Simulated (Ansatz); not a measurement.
**Debugging a many-body input for PbO (Massicot)**

What is wrong with this input for PbO (Massicot)?

Program: Ansatz 0.2.0. Level of theory: G0W0 on r2SCAN, plane waves, PAW; PAW set soft_1. Results are calculated unless marked as measured.

## 1. Set-up

Symmetry: Pbcm, No. 57, orthorhombic system. Conventional cell: a = 5.893 Å, b = 5.490 Å, c = 4.753 Å, α = 90.00°, β = 90.00°, γ = 90.00°. Pb has 4 O at 2.22 to 2.48 Å nearest. Nearest to O lie 4 Pb at 2.22 to 2.48 Å. Farther neighbours and most contacts between anions are not listed.

Structure file:

```cif
data_structure
_symmetry_space_group_name_H-M 'P 1'
_symmetry_Int_Tables_number 1
_cell_length_a 5.8931
_cell_length_b 5.4904
_cell_length_c 4.7528
_cell_angle_alpha 90.000
_cell_angle_beta 90.000
_cell_angle_gamma 90.000
_cell_volume 153.78
loop_
_atom_site_label
_atom_site_type_symbol
_atom_site_fract_x
_atom_site_fract_y
_atom_site_fract_z
_atom_site_occupancy
Pb1 Pb 0.22970 0.98840 0.25000 1
Pb2 Pb 0.77030 0.01160 0.75000 1
Pb3 Pb 0.22970 0.51160 0.75000 1
Pb4 Pb 0.77030 0.48840 0.25000 1
O5 O 0.86530 0.09170 0.25000 1
O6 O 0.13470 0.90830 0.75000 1
O7 O 0.86530 0.40830 0.75000 1
O8 O 0.13470 0.59170 0.25000 1
```

The cell and positions come from the Crystallography Open Database and are kept as given unless a step says otherwise. Spin-orbit coupling is left out unless a step names it.

## 2. First try

input.yaml reads:

```yaml
crystal:
  lattice:
    - [5.8931, 0.0, 0.0]
    - [0.0, 5.4904, 0.0]
    - [0.0, 0.0, 4.7528]
  atoms:
    - { symbol: Pb, position: [0.2297, 0.9884, 0.25] }
    - { symbol: Pb, position: [0.7703, 0.0116, 0.75] }
    - { symbol: Pb, position: [0.2297, 0.5116, 0.75] }
    - { symbol: Pb, position: [0.7703, 0.4884, 0.25] }
    - { symbol: O, position: [0.8653, 0.0917, 0.25] }
    - { symbol: O, position: [0.1347, 0.9083, 0.75] }
    - { symbol: O, position: [0.8653, 0.4083, 0.75] }
    - { symbol: O, position: [0.1347, 0.5917, 0.25] }
kpoints:
  mp_grid: { grid: [2, 2, 4] }
hamiltonian:
  xc: r2scan
  pseudopotentials: { kind: paw, azcp: { folder: soft_1 } }
scf:
  occupations: { method: fixed }
gw:
  n_empty_bands: 249
  ecut_chi: 10
  qp_bands: [v2, c2]
  qp_kpoints: band_edges
  screening: { model: contour_deformation }
```

Launch:

```
ansatz run input.yaml --threads 24 --pin off --max-ram 82944MiB --backend cuda --events-out ev --progress --plain --runs-dir out --devices 1 --max-vram 78GiB
```

Numbers of over 12 decimals in the logs are rounded to 6 here.

Output:

```text
GPUs: using 1 of 1 available (devices: 1).
Engine: ansatz 0.2.0, aarch64-unknown-linux-gnu
Pseudopotentials: kind: paw
Pseudopotential: Pb, paw, valence charge 14, recommended cutoff 500 eV (meta_gga), soft_1/Pb.paw.azcp
Pseudopotential: O, paw, valence charge 6, recommended cutoff 500 eV (meta_gga), soft_1/O.paw.azcp
Functional definition: r2SCAN
  parameter k0 = 0.174
  parameter k1 = 0.065
  parameter a1 = 4.9479
  exchange = r2scan_x(k0 = k0, k1 = k1, a1 = a1)
  correlation = r2scan_c
[...]
Crystal: 8 atoms, lattice volume = 153.779 Å³
Basis set: ecut = 500 eV, 3869 PW (Γ), exchange–correlation on 180×180×144 points (64 copies of the dense FFT grid, shifted against one another)
Bands: 48, of which v1, the nominal top of the filled ones, is band 40 counted from 1 (39 counted from 0)
Symmetry: 8 space group operations
Space group: Pbcm (ITA 57), of the structure as read, at distance tolerance 5.4e-5 Å
k-points: 12 of 16
Non-local potential: Pb, projectors of the file, l = 0: 2, l = 1: 2, l = 2: 2, l = 3: 1
Non-local potential: O, projectors of the file, l = 0: 2, l = 1: 2, l = 2: 1
PAW form: soft (Blöchl's): semilocal exchange-correlation on the pseudo side does not see the compensation charge
PAW frozen core: Pb, regenerated for the run's functional (the file was generated under x = pbe(κ = 0.804, μ = 0.219515), c = pbe(β = 0.066725))
PAW frozen core: O, regenerated for the run's functional (the file was generated under x = pbe(κ = 0.804, μ = 0.219515), c = pbe(β = 0.066725))
PAW one-centre angular grid: Pb, 590 points (default); XC on 160 Gauss nodes
PAW one-centre angular grid: O, 302 points (default); XC on 160 Gauss nodes
Initial density: superposition of atomic densities (chi_scale 0.1, normalization cell, long waves kept (reshape's long-wave potential 0.22 eV rms))
Initial wavefunctions: pseudopotential atomic-orbital guess
[...]
Functional: x = r2scan, c = r2scan; τ floored in thin density (d = 2e-4 eV/Å³)
SCF iter   1: F=—  HF=-49965.733089 eV  |F-HF|=—  |Δ(HF+E_count)|=         —  Δρ=5.00e-2  dr2=4.34e0  dr2_τ=4.11e-1  ethr=3.10e-3  ⟨swp⟩=5.0  Hψ=2068  notcnv=0  defer=58
preconditioner: auto → Resta (q_TF=auto, 2.447 Å⁻¹)  ε∞=3.6  [insulator: Δε(μ)=3.061 eV  Ē_g=16.481 eV  n_scr=34 (ndim 8)  ℏωp=26.8 eV  f_vac=0.000  ε∞_Penn≈3.6]
SCF iter   2: F=—  HF=-49965.297641 eV  |F-HF|=—  |Δ(HF+E_count)|=   4.35e-1  Δρ=2.79e-2  dr2=7.83e-1  dr2_τ=1.16e-1  ethr=3.10e-3  ⟨swp⟩=2.0  Hψ=1205  notcnv=0  defer=49
SCF iter   3: F=—  HF=-49965.390478 eV  |F-HF|=—  |Δ(HF+E_count)|=   9.28e-2  Δρ=1.17e-2  dr2=2.42e-1  dr2_τ=1.66e-2  ethr=9.79e-4  ⟨swp⟩=3.1  Hψ=1010  notcnv=0  defer=66
SCF iter   4: F=—  HF=-49965.407610 eV  |F-HF|=—  |Δ(HF+E_count)|=   1.71e-2  Δρ=3.32e-3  dr2=1.07e-2  dr2_τ=9.58e-4  ethr=3.02e-4  ⟨swp⟩=2.7  Hψ=1136  notcnv=0  defer=68
SCF iter   5: F=—  HF=-49965.413680 eV  |F-HF|=—  |Δ(HF+E_count)|=   6.07e-3  Δρ=5.42e-4  dr2=3.27e-4  dr2_τ=1.88e-5  ethr=1.33e-5  ⟨swp⟩=2.7  Hψ=823  notcnv=0  defer=69
SCF iter   6: F=—  HF=-49965.413952 eV  |F-HF|=—  |Δ(HF+E_count)|=   2.72e-4  Δρ=1.05e-4  dr2=1.91e-5  dr2_τ=2.09e-6  ethr=4.09e-7  ⟨swp⟩=2.0  Hψ=899  notcnv=0  defer=68
SCF iter   7: F=—  HF=-49965.413959 eV  |F-HF|=—  |Δ(HF+E_count)|=   7.38e-6  Δρ=3.05e-5  dr2=9.74e-7  dr2_τ=8.11e-8  ethr=2.38e-8  ⟨swp⟩=2.0  Hψ=974  notcnv=0  defer=60
SCF iter   8: F=-49965.413961 eV  HF=-49965.413961 eV  |F-HF|=5.06e-9  |Δ(HF+E_count)|=   1.31e-6  Δρ=5.87e-6  dr2=7.25e-8  dr2_τ=4.41e-9  ethr=1.25e-10  ⟨swp⟩=11.9  Hψ=2766  notcnv=0
SCF 1 converged in 8 iterations: F = -49965.413961 eV  dr2 = 7.25e-8
[...]
NSCF: frozen V_eff on 12 k-points
[...]
NSCF: frozen V_eff on 12 k-points
G₀W₀ screening: q 1/12
[... further progress lines ...]
SCF converged after 8 iterations
[...]
eigenvalues of the whole cell's RPA ε∞ on this k-mesh (on a slab, of 1 + 4πα/V) = 5.9263, 6.2322, 6.4993; static W/v taken at q = 0 is 0.163189
  bands read: the sum over 289 bands ends inside a degenerate multiplet in 8 slots, whose members it reads at an even weight; the widest, k=5: bands 289 to 292 (counted from 1) at 1/4 each
  gw.qp_kpoints: band_edges: 11 of 12 stored k-points solved, in 1 pass; an edge of the gap read off the rows below is read off those points alone
    valence top: of the k-points left out ik 9 came nearest to being solved in a further pass, in band 39 (counted from 1, as in the quasiparticle table): it holds the edge there only if its correction is more favourable than any solved in that band by at least 0.507 eV; those differ by 0.356 eV
    conduction bottom: of the k-points left out ik 9 came nearest to being solved in a further pass, in band 42 (counted from 1, as in the quasiparticle table): it holds the edge there only if its correction is more favourable than any solved in that band by at least 0.832 eV; those differ by 0.335 eV
    ik  band        ε_KS         Σx   Σc(E_QP)       V_xc       Z   E_QP_lin       E_QP  E_QP is
     0    39      7.7830   -22.7174     3.1672   -19.1060  0.8123     7.3358     7.3388  root
     0    40      8.1641   -22.9559     2.9005   -19.7400  0.8183     7.8474     7.8487  root
     0    41     11.9476    -9.7865    -3.1350   -13.5087  0.8277    12.5394    12.5349  root
     0    42     12.5381   -11.6934    -3.0761   -15.5299  0.8292    13.3060    13.2984  root
     1    39      7.5491   -25.6800     3.7490   -21.2597  0.8063     6.8703     6.8778  root
     1    40      8.1486   -22.7844     2.8678   -19.6078  0.8194     7.8386     7.8399  root
     1    41     12.1105    -9.2677    -3.2049   -13.0648  0.8276    12.7074    12.7027  root
     1    42     12.9541   -11.3472    -3.2480   -15.3862  0.8253    13.7548    13.7450  root
     2    39      7.8934   -22.7385     2.9477   -19.4330  0.8182     7.5338     7.5356  root
     2    40      7.8934   -22.7385     2.9477   -19.4330  0.8182     7.5338     7.5356  root
     2    41     12.7650    -8.4639    -3.3625   -12.4316  0.8245    13.3758    13.3702  root
     2    42     12.7650    -8.4639    -3.3625   -12.4316  0.8245    13.3758    13.3702  root
     3    39      7.9587   -22.5271     2.9713   -19.2184  0.8174     7.6197     7.6212  root
     3    40      7.9587   -22.5271     2.9713   -19.2184  0.8174     7.6197     7.6212  root
[...]
10    42     10.9667    -9.0290    -2.8471   -12.4377  0.8382    11.5316    11.5282  root
    11    39      7.6188   -21.5997     2.9094   -18.3060  0.8159     7.2325     7.2346  root
    11    40      7.6188   -21.5997     2.9094   -18.3060  0.8159     7.2325     7.2346  root
    11    41     11.0729   -10.8014    -2.7613   -14.1900  0.8358    11.7045    11.7003  root
    11    42     11.0729   -10.8014    -2.7613   -14.1900  0.8358    11.7045    11.7003  root
```

Elapsed: 4 s, on 1 × NVIDIA GB200 (shared by 2 runs) with 24 threads of Arm Neoverse V2, shared host; peak memory 1.9 GiB; 20 s of CPU time.

Reading the cycles: dr2 is the Hartree energy of the density residual (eV), the measure of convergence; HF is the Harris–Foulkes estimate of the energy, which meets the free energy F at convergence.

**What went wrong?**

The run ended normally, though the input holds a fault or crude settings.

The fault: screening cutoff of 10 eV. Nearly all local fields and short-range correlation are left out.

It printed a gap of 3.68 eV, which is an artefact of the settings.

## 3. A better input

Now the one-shot GW correction: screening in the RPA, then the self-energy of the levels asked for. This step takes PAW set soft_1 files.

Changes to input.yaml since step 2:

```diff
@@ -15,3 +15,3 @@
 kpoints:
-  mp_grid: { grid: [2, 2, 4] }
+  mp_grid: { grid: [4, 4, 4] }
 hamiltonian:
@@ -22,4 +22,4 @@
 gw:
-  n_empty_bands: 249
-  ecut_chi: 10
+  n_empty_bands: 459
+  ecut_chi: 120
   qp_bands: [v2, c2]
```

Output:

```text
GPUs: using 1 of 1 available (devices: 1).
[...]
Crystal: 8 atoms, lattice volume = 153.779 Å³
Basis set: ecut = 500 eV, 3869 PW (Γ), exchange–correlation on 180×180×144 points (64 copies of the dense FFT grid, shifted against one another)
Bands: 48, of which v1, the nominal top of the filled ones, is band 40 counted from 1 (39 counted from 0)
[... 1 set-up line as in the run before ...]
[...]
k-points: 27 of 64
[...]
SCF iter   1: F=—  HF=-49965.755292 eV  |F-HF|=—  |Δ(HF+E_count)|=         —  Δρ=5.00e-2  dr2=4.33e0  dr2_τ=4.10e-1  ethr=3.10e-3  ⟨swp⟩=4.9  Hψ=4702  notcnv=0  defer=148
[...]
SCF iter   8: F=-49965.439220 eV  HF=-49965.439220 eV  |F-HF|=2.04e-8  |Δ(HF+E_count)|=   1.26e-6  Δρ=7.08e-6  dr2=9.53e-8  dr2_τ=6.06e-9  ethr=1.25e-10  ⟨swp⟩=13.4  Hψ=7051  notcnv=0
SCF 1 converged in 8 iterations: F = -49965.439220 eV  dr2 = 9.53e-8
[...]
NSCF: frozen V_eff on 27 k-points, pencils in batches of 32, up to order 192
[...]
SCF converged after 8 iterations
[...]
10    42     12.3291    -9.7880    -3.3779   -13.5441  0.8003    12.7091    12.7073  root
    11    39      7.9379   -22.5908     3.0947   -19.3346  0.7525     7.7760     7.7764  root
    11    40      7.9379   -22.5908     3.0947   -19.3346  0.7525     7.7760     7.7764  root
    11    41     12.1622    -9.1975    -3.5450   -13.0694  0.8066    12.4904    12.4891  root
    11    42     12.1622    -9.1975    -3.5450   -13.0694  0.8066    12.4904    12.4891  root
    12    39      7.9599   -22.9251     3.2641   -19.5320  0.7470     7.8306     7.8308  root
    12    40      8.0875   -23.0446     3.1981   -19.7278  0.7489     7.9686     7.9688  root
    12    41     11.5210    -9.4965    -3.3138   -13.1260  0.8087    11.8377    11.8366  root
[...]
26    39      7.6182   -21.5523     3.0219   -18.3067  0.7531     7.3936     7.3944  root
    26    40      7.6182   -21.5523     3.0219   -18.3067  0.7531     7.3936     7.3944  root
    26    41     11.0732   -10.8838    -2.9311   -14.1894  0.8042    11.4491    11.4478  root
    26    42     11.0732   -10.8838    -2.9311   -14.1894  0.8042    11.4491    11.4478  root
```

Wall time 22 s (1 × NVIDIA GB200 (shared by 2 runs) with 24 threads); peak memory 3.2 GiB.

This step gave:

```
bands summed                                 : 499
RPA ε∞ on this mesh (eigenvalues)            : 5.303, 5.501, 5.765
plane waves in the screening matrix          : 463
q-points in the mesh                         : 64
G0W0 gap on the mesh                         : 3.178 eV
k of the valence top                         : 0, 0, 0
k of the conduction bottom                   : -0.5, -0.5, 0.25
starting gap on the mesh                     : 2.805 eV
Z at the valence top                         : 0.7512
Z at the conduction bottom                   : 0.8127
least direct G0W0 gap on the computed points : 3.562 eV
```

The gap on the mesh goes from 2.80 eV to 3.18 eV, a correction of +0.37 eV. Between the two edge states, bare exchange in place of the xc potential would open the gap by 6.49 eV, and correlation takes back 6.12 eV.

## 4. Results

```json
{
  "first try": "converged after 4 s",
  "better run": "G0W0 gap on the mesh 3.18 eV (4×4×4 mesh, 459 empty bands, screening to 120 eV, PAW set soft_1 files)"
}
```

The second run differs in: mesh, empty bands and screening cutoff (eV). Bands and cutoff are finite, so the gap is not at the basis limit. The miss can reach some tenths of an eV and take either sign; the mesh is an error of its own. Where an edge is built on 6p states of lead, bismuth or thallium, scalar-relativistic gaps usually stand too wide, by a few tenths to over one eV. The many-body steps are scalar-relativistic: spin-orbit coupling is not in them.

[Paths, hosts, dates, memory and timing lines, banners, echoed tables and standing remarks are left out of the program output.]

[Logs are printed without paths, hosts, clocks, repeated set-up lines and the standing remarks that a program may print on its own settings, such as how far it seeks lower states.]

[Runs of the session that timed out or met a known fault of the program may be left out.]

[Cells called generated may have been cut or substituted from an entry of the Crystallography Open Database or the Materials Project.]

[Hosts, paths, dates, database ids (printed as entryN), source tags and the programs' standing remarks are cut or masked in the printed files.]
